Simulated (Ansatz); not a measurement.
# LuP (Fm-3m): relaxing the cell for a phonon run

Wanted: the relaxed cell of LuP (Fm-3m).

Method: DFT LDA, scalar-relativistic, plane waves, PAW, in Ansatz 0.2.0.

## Step 1: Starting point

It takes space group Fm-3m (No. 225, cubic). Conventional cell: a = 5.524 Å, b = 5.524 Å, c = 5.524 Å, α = 90.00°, β = 90.00°, γ = 90.00°. Lu has 6 P at 2.76 Å nearest. Nearest to P lie 6 Lu at 2.76 Å. Farther neighbours are not listed.

## Step 2: Probe on a coarse mesh

First a cheap look: the gap decides the mesh and the occupations, the pressure tells how far the cell has to move.

The input, input.yaml:

```yaml
crystal:
  lattice:
    - [0.0, 2.7618574834, 2.7618574834]
    - [2.7618574834, 0.0, 2.7618574834]
    - [2.7618574834, 2.7618574834, 0.0]
  atoms:
    - { symbol: Lu, position: [0.0, 0.0, 0.0] }
    - { symbol: P, position: [0.5, 0.5, 0.5] }
kpoints:
  mp_grid: { grid: [6, 6, 6] }
hamiltonian:
  xc: lda
scf:
  occupations: { method: gaussian, width: 0.1 }
output:
  forces: true
  stress: true
  eigenvalues: true
```

On the command line:

```bash
ansatz run input.yaml --threads 4 --pin off --max-ram 7168MiB --backend cpu --events-out ev --progress --plain --runs-dir out
```

Numbers of over 12 decimals in the logs are rounded to 6 here.

The program printed:

```text
Engine: ansatz 0.2.0, aarch64-unknown-linux-gnu
Pseudopotentials: kind: paw
Pseudopotential: Lu, paw, valence charge 25, recommended cutoff 420 eV (normal), Lu.paw.azcp
Pseudopotential: P, paw, valence charge 5, recommended cutoff 420 eV (normal), P.paw.azcp
Functional definition: SPW92
  exchange = slater_x
  correlation = pw_c
Crystal: 2 atoms, lattice volume = 42.134 Å³
Basis set: ecut = 420 eV, 869 PW (Γ)
[...]
--- Band table (eV; the first three rows and the last of 16) ---
  k-point 0: bands = [... 11 lower, 7.7553, 12.8748, 12.8748, 12.8748, 13.7617, 13.7617, 13.7617, 14.6196]
  k-point 1: bands = [... 11 lower, 7.7557, 10.8266, 11.6520, 11.6520, 14.3397, 14.3397, 14.3420, 16.2927]
  k-point 2: bands = [... 11 lower, 7.7566, 8.5352, 10.5288, 10.5288, 15.0106, 15.6519, 15.6519, 18.8580]
  k-point 15: bands = [... 11 lower, 7.7477, 9.3397, 9.9994, 10.0478, 13.9806, 15.7024, 16.7092, 17.7384]
[key lines of the parts left out:]
SCF converged after 7 iterations
Free energy (F): -15222.155523 eV
Fermi energy:    12.014627 eV
P = ⅓ Tr σ = -6.3078 GPa (-63.078 kbar)
```

Run time: 1.1 s. Hardware: 4 threads of Arm Neoverse N1, shared host; peak memory 0.29 GiB.

This step gave:

| Item | Value |
| --- | --- |
| pressure | -6.308 GPa |
| volume per atom | 21.07 Å³ |
| gap on the k-mesh | 0 eV |

The coarse mesh shows no gap and a pressure of -6.3 GPa.

## Step 3: Bringing the structure to rest

The cell and atoms are relaxed, since residual forces and stress would shift the frequencies.

input.yaml, the sections that differ from step 2:

```yaml
kpoints:
  mp_grid: { grid: [12, 12, 12] }
output:
  forces: true
  stress: true
  eigenvalues: true
  write_density: true
  write_potential: true
  elf: true
  volumetric_format: npy
relax:
  adjacent_minimum: "off"
  f_tol: 0.005
  max_steps: 80
  cell: { stress_tol: 0.05 }
# crystal, hamiltonian, scf: as in step 2
```

The program printed:

```text
[...]
Crystal: 2 atoms, lattice volume = 42.134 Å³
Basis set: ecut = 420 eV, 869 PW (Γ)
Bands: 19, of which v1, the nominal top of the filled ones, is band 15 counted from 1 (14 counted from 0)
Symmetry: 48 space group operations
[...]
k-points: 72 of 1728
[...]
SCF iter   1: F=—  HF=-15222.169479 eV  |F-HF|=—  |Δ(HF+E_count)|=         —  Δρ=4.73e-3  dr2=1.00e-2  ethr=1.77e-3  ⟨swp⟩=5.6  Hψ=7793  notcnv=0
[...]
SCF iter   7: F=-15222.165300 eV  HF=-15222.165300 eV  |F-HF|=1.30e-8  |Δ(HF+E_count)|=   1.32e-8  Δρ=4.33e-6  dr2=3.61e-9  ethr=1.76e-10  ⟨swp⟩=10.2  Hψ=10680  notcnv=0
SCF 1 converged in 7 iterations: F = -15222.165300 eV  dr2 = 3.61e-9
[...]
relax step   1: F+E_penalty+E_count = -15222.16530026 eV  Δ(F+E_penalty+E_count) = +0.000e0 eV  max|allowed force component| = 1.920e-29 eV/Å  Δτ_max = 0.0000 Å  P = -6.442 GPa  Ω = 42.134 Å³  (7 SCF iters, dr2 threshold 1.00e-7 eV, accepted)
Crystal: 2 atoms, lattice volume = 36.465 Å³
Basis set: ecut = 420 eV, 725 PW (Γ)
[...]
iter 1 solved again at ethr=3.50e-5 eV; its pass at ethr=3.10e-3 eV (dr2=1.05e-2 eV) is discarded
[...]
SCF iter   8: F=-15222.164315 eV  HF=-15222.164315 eV  |F-HF|=6.93e-9  |Δ(HF+E_count)|=   5.29e-8  Δρ=4.52e-6  dr2=4.80e-9  ethr=2.89e-10  ⟨swp⟩=10.3  Hψ=10802  notcnv=0
SCF 2 converged in 8 iterations: F = -15222.164315 eV  dr2 = 4.80e-9
relax step   2: F+E_penalty+E_count = -15222.16431511 eV  Δ(F+E_penalty+E_count) = +9.851e-4 eV  max|allowed force component| = 1.282e-30 eV/Å  Δτ_max = 0.0000 Å  P = +8.207 GPa  Ω = 36.465 Å³  energy of the carried Pulay correction = +1.760e-3 eV  (8 SCF iters, dr2 threshold 2.00e-7 eV, rejected (line search))
Crystal: 2 atoms, lattice volume = 39.438 Å³
Basis set: ecut = 420 eV, 749 PW (Γ)
[...]
SCF iter   8: F=-15222.228533 eV  HF=-15222.228533 eV  |F-HF|=0.00e0  |Δ(HF+E_count)|=  5.89e-10  Δρ=3.48e-7  dr2=7.48e-12  ethr=1.00e-12  ⟨swp⟩=9.0  Hψ=12998  notcnv=0
SCF 3 converged in 8 iterations: F = -15222.228533 eV  dr2 = 7.48e-12
relax step   3: F+E_penalty+E_count = -15222.22853315 eV  Δ(F+E_penalty+E_count) = -6.323e-2 eV  max|allowed force component| = 6.091e-31 eV/Å  Δτ_max = 0.0000 Å  P = -0.670 GPa  Ω = 39.438 Å³  energy of the carried Pulay correction = +8.062e-4 eV  (8 SCF iters, accepted)
[...]
relax step   4: F+E_penalty+E_count = -15222.22916458 eV  Δ(F+E_penalty+E_count) = -6.314e-4 eV  max|allowed force component| = 8.809e-30 eV/Å  Δτ_max = 0.0000 Å  P = -0.034 GPa  Ω = 39.187 Å³  energy of the carried Pulay correction = +8.840e-4 eV  (5 SCF iters, dr2 threshold 2.00e-7 eV, accepted)
[...]
relax step   5: F+E_penalty+E_count = -15222.22846556 eV  Δ(F+E_penalty+E_count) = +6.990e-4 eV  max|allowed force component| = 8.677e-30 eV/Å  Δτ_max = 0.0000 Å  P = -0.052 GPa  Ω = 39.187 Å³  stress off target by 5.24e-2 GPa  SCF on the basis re-selected at this cell (its energy is not comparable with the rows above)  (7 SCF iters)
[...]
relax step   6: F+E_penalty+E_count = -15222.22847524 eV  Δ(F+E_penalty+E_count) = -9.680e-6 eV  max|allowed force component| = 5.062e-30 eV/Å  Δτ_max = 0.0000 Å  P = -0.002 GPa  Ω = 39.167 Å³  energy of the carried Pulay correction = +6.357e-6 eV  (4 SCF iters, dr2 threshold 6.86e-9 eV, accepted)
[...]
SCF iter   4: F=-15222.228470 eV  HF=-15222.228470 eV  |F-HF|=7.28e-12  |Δ(HF+E_count)|=  6.18e-11  Δρ=1.41e-7  dr2=4.54e-12  ethr=1.00e-12  ⟨swp⟩=10.7  Hψ=10610  notcnv=0
SCF 7 converged in 4 iterations: F = -15222.228470 eV  dr2 = 4.54e-12
relax step   7: F+E_penalty+E_count = -15222.22847026 eV  Δ(F+E_penalty+E_count) = +4.987e-6 eV  max|allowed force component| = 1.611e-30 eV/Å  Δτ_max = 0.0000 Å  P = -0.002 GPa  Ω = 39.167 Å³  stress off target by 1.59e-3 GPa  SCF on the basis re-selected at this cell (its energy is not comparable with the rows above)  (4 SCF iters)
[...]
SCF converged after 4 iterations
Free energy (F): -15222.228470 eV
[...]
Internal energy: -15222.227319 eV  (E = F + TS)
E sigma→0 (E₀):  -15222.227895 eV
Entropy (-TS):   -0.001151 eV (-0.576 meV/atom)
Fermi energy:    13.326584 eV
[...]
--- Stress (GPa, compression-positive) ---
       -0.001591      -0.000000      -0.000000
       -0.000000      -0.001591       0.000000
       -0.000000      -0.000000      -0.001591
  P = ⅓ Tr σ = -0.0016 GPa (-0.016 kbar)
--- Band table (eV; the first three rows and the last of 72) ---
  k-point 0: bands = [... 11 lower, 9.1059, 14.1352, 14.1352, 14.1352, 14.8234, 14.8234, 14.8234, 15.7669]
  k-point 1: bands = [... 11 lower, 9.1061, 13.2611, 13.5601, 13.5601, 15.0427, 15.0427, 15.2422, 16.4056]
  k-point 2: bands = [... 11 lower, 9.1065, 11.9587, 12.7465, 12.7465, 15.4574, 15.4574, 15.5453, 17.6382]
  k-point 71: bands = [... 11 lower, 9.1008, 10.6308, 10.6308, 10.6564, 16.6456, 16.6456, 17.1368, 19.3292]
--- Relaxed structure (5 steps of the walk, 4 accepted, 2 SCFs on fresh bases) ---
  F+E_penalty+E_count = -15222.22847026 eV   max|allowed force component| = 1.611e-30 eV/Å   (the final SCF, on the basis selected at the relaxed cell)
  cell:  # Å, volume = 39.1671 Å³
    - [0, 2.695445, 2.695445]
    - [2.695445, 0, 2.695445]
    - [2.695445, 2.695445, 0]
  atoms:
    - { symbol: Lu, position: [0, 0, 0] }
    - { symbol: P, position: [0.5, 0.5, 0.5] }
```

It took 17 s on 4 threads; peak memory 0.38 GiB; 60 s of CPU time.

Step by step:

| step | energy less that of the first step (eV) | largest force component (eV/Å) | pressure (GPa) | volume (Å³) |
| --- | --- | --- | --- | --- |
| 1 | 0.0000 | 0.0000 | -6.44 | 42.13 |
| 2 | 0.0010 | 0.0000 | 8.21 | 36.46 |
| 3 | -0.0632 | 0.0000 | -0.67 | 39.44 |
| 4 | -0.0639 | 0.0000 | -0.03 | 39.19 |
| 5* | -0.0632 | 0.0000 | -0.05 | 39.19 |
| 6 | -0.0632 | 0.0000 | 0.00 | 39.17 |
| 7* | -0.0632 | 0.0000 | 0.00 | 39.17 |

Relaxation steps marked * repeat the geometry before them on a plane-wave basis chosen anew for their cell, so energy and pressure can jump there. Relaxation step 2 was tried and not accepted.

Forces are held to the 48 operations that the run works with; a distortion that breaks them can't arise in this run.

```
conventional cell, symmetrised  before  after  change
                         a (Å)   5.524  5.391  -2.4 %
                         b (Å)   5.524  5.391  -2.4 %
                         c (Å)   5.524  5.391  -2.4 %
              volume (Å³/atom)   21.07  19.58  -7.0 %
```

The relaxed structure:

```xyz
2
Lattice="0.0000 2.6954 2.6954 2.6954 0.0000 2.6954 2.6954 2.6954 0.0000" Properties=species:S:1:pos:R:3 pbc="T T T"
Lu    0.0000    0.0000    0.0000
P     2.6954    2.6954    2.6954
```

Numbers from this step:

```
pressure        : -0.001591 GPa
volume per atom : 19.58 Å³
```

ELF in the ac plane of the conventional cell at fractional y = 0.000, with atoms of Lu and P within 0.2 Å of it. It is the smooth field of the valence electrons, not physical close to the nuclei.

Values, 15 rows by 15 columns, each cell a mean:
```
0.85 0.83 0.52 0.23 0.60 0.79 0.44 0.10 0.21 0.71 0.75 0.36 0.32 0.73 0.85
0.78 0.63 0.27 0.18 0.55 0.79 0.76 0.63 0.71 0.81 0.71 0.32 0.17 0.48 0.73
0.36 0.23 0.11 0.16 0.43 0.66 0.75 0.76 0.76 0.72 0.56 0.25 0.11 0.17 0.32
0.36 0.34 0.29 0.24 0.24 0.31 0.35 0.37 0.37 0.33 0.26 0.21 0.25 0.32 0.36
0.76 0.74 0.65 0.41 0.16 0.11 0.23 0.35 0.31 0.17 0.11 0.26 0.56 0.71 0.75
0.64 0.76 0.79 0.54 0.17 0.28 0.63 0.77 0.72 0.45 0.17 0.33 0.72 0.81 0.71
0.11 0.46 0.79 0.58 0.23 0.53 0.83 0.85 0.85 0.72 0.31 0.37 0.76 0.71 0.21
0.02 0.35 0.79 0.59 0.25 0.60 0.85 0.82 0.85 0.77 0.35 0.37 0.76 0.63 0.10
0.33 0.65 0.81 0.57 0.21 0.43 0.77 0.85 0.83 0.63 0.23 0.35 0.75 0.76 0.44
0.79 0.81 0.75 0.49 0.15 0.18 0.43 0.60 0.53 0.28 0.11 0.31 0.66 0.79 0.79
0.60 0.58 0.49 0.31 0.17 0.15 0.21 0.25 0.23 0.17 0.16 0.24 0.43 0.55 0.60
0.25 0.21 0.16 0.17 0.31 0.49 0.57 0.59 0.58 0.54 0.41 0.24 0.16 0.18 0.23
0.58 0.41 0.17 0.16 0.49 0.75 0.81 0.79 0.79 0.79 0.65 0.29 0.11 0.27 0.52
0.84 0.76 0.41 0.21 0.58 0.81 0.65 0.35 0.46 0.76 0.74 0.34 0.23 0.63 0.83
0.83 0.84 0.58 0.25 0.60 0.79 0.33 0.02 0.11 0.64 0.76 0.36 0.36 0.78 0.85
```
Columns run along a (5.4 Å), rows up along c (5.4 Å), edges of the conventional cell, whose origin can differ from the input's. Atoms in or near the plane, at fractional coordinates: Lu at (0.00, 0.00), Lu at (0.50, 0.50), P at (0.50, 0.00), P at (0.00, 0.50).

Valence density in the ac plane of the conventional cell at fractional y = 0.000, with atoms of Lu and P within 0.2 Å of it. It is the smooth field of the valence electrons, not physical close to the nuclei.

Ten steps, logarithmic in the rise over the least value, from '0' (0 e/Å³) to '9' (39 e/Å³), each cell a mean:
```
973111101110158
641001111110035
210000111100001
000000000000000
110000121000011
111001465300111
011113798510111
011114799620110
111002677410111
111001243100011
100000011000001
100000011000001
320001111100013
752001111110147
973111100110269
```
Columns run along a (5.4 Å), rows up along c (5.4 Å), edges of the conventional cell, whose origin can differ from the input's. Atoms in or near the plane, at fractional coordinates: Lu at (0.00, 0.00), Lu at (0.50, 0.50), P at (0.50, 0.00), P at (0.00, 0.50).

Electrostatic potential energy in the ac plane of the conventional cell at fractional y = 0.000, with atoms of Lu and P within 0.2 Å of it. With pseudopotentials it is smooth inside the atoms' cores, unlike the true potential.

Ten even steps from '0' (-68 eV) to '9' (15 eV), each cell a mean:
```
026997312599840
358999755899864
789999989999988
999999999999999
899999878899999
579998534689985
137996200489952
127985100379851
258997312589973
789998756899997
999999989999999
899999999999999
578999877999986
137998523799852
015897211589730
```
Columns run along a (5.4 Å; values clipped at the 3rd and 97th percentile), rows up along c (5.4 Å), edges of the conventional cell, whose origin can differ from the input's. Atoms in or near the plane, at fractional coordinates: Lu at (0.00, 0.00), Lu at (0.50, 0.50), P at (0.50, 0.00), P at (0.00, 0.50).

In this step the volume went from 21.07 to 19.58 Å³/atom.

## Step 4: Relaxing to small forces for the phonons

Phonons need a cell at rest on their own settings, so the relaxation is repeated with tight tolerances on forces and stress on the k mesh and occupations of the first response run.

The input, input.yaml:

```yaml
crystal:
  lattice:
    - [0.0, 2.6954447061, 2.6954447061]
    - [2.6954447061, 0.0, 2.6954447061]
    - [2.6954447061, 2.6954447061, 0.0]
  atoms:
    - { symbol: Lu, position: [0.0, 0.0, 0.0] }
    - { symbol: P, position: [0.5, 0.5, 0.5] }
kpoints:
  mp_grid: { grid: [12, 12, 12] }
hamiltonian:
  xc: lda
scf:
  occupations: { method: methfessel_paxton, width: 0.15 }
output:
  forces: true
  stress: true
  eigenvalues: true
relax:
  adjacent_minimum: "off"
  f_tol: 0.001
  max_steps: 60
  cell: { stress_tol: 0.01 }
```

The program printed:

```text
[...]
Crystal: 2 atoms, lattice volume = 39.167 Å³
Basis set: ecut = 420 eV, 749 PW (Γ)
Bands: 19, of which v1, the nominal top of the filled ones, is band 15 counted from 1 (14 counted from 0)
[... 1 set-up line as in the run before ...]
[...]
k-points: 72 of 1728
[...]
k-point 71: bands = [... 11 lower, 9.1008, 10.6310, 10.6310, 10.6565, 16.6456, 16.6456, 17.1369, 19.3291]
--- Relaxed structure (1 steps of the walk, 1 accepted, 1 SCFs on fresh bases) ---
[...]
cell:  # Å, volume = 39.1671 Å³
    - [0.0, 2.6954447061, 2.6954447061]
    - [2.6954447061, 0.0, 2.6954447061]
    - [2.6954447061, 2.6954447061, 0.0]
  atoms:
    - { symbol: Lu, position: [0.0, 0.0, 0.0] }
    - { symbol: P, position: [0.500000, 0.500000, 0.500000] }
[key lines of the parts left out:]
SCF converged after 6 iterations
Free energy (F): -15222.227878 eV
Fermi energy:    13.326577 eV
P = ⅓ Tr σ = 0.0044 GPa (0.044 kbar)
```

Elapsed: 4.7 s, on 4 threads; peak memory 0.38 GiB.

Little changed from the start: no atom moved by 0.005 Å and no cell edge by 0.1 %.

This step gave:

```
pressure : 0.004353 GPa
```

The forces vanish by symmetry and the pressure is 0.004 GPa, within the tolerances set. The cell now holds 19.58 Å³/atom.

## Step 5: Results

* space group after relaxation (within 0.01 Å): Fm-3m
* lattice constant a: 5.391 Å
* lattice constant b: 5.391 Å
* lattice constant c: 5.391 Å
* volume per atom: 19.6 Å³

**Reading.** The forces vanish by symmetry and the pressure is 0.004 GPa, within the tolerances set. The cell now holds 19.58 Å³/atom. The relaxation keeps the symmetry of its start, so it says nothing on stability against lower symmetry. Spin-orbit coupling is left out, which can matter for the heavy elements here.

[Logs are printed without paths, hosts, clocks, repeated set-up lines and the standing remarks that a program may print on its own settings, such as how far it seeks lower states.]

[Hosts, paths, dates, database ids (printed as entryN), source tags and the programs' standing remarks are cut or masked in the printed files.]
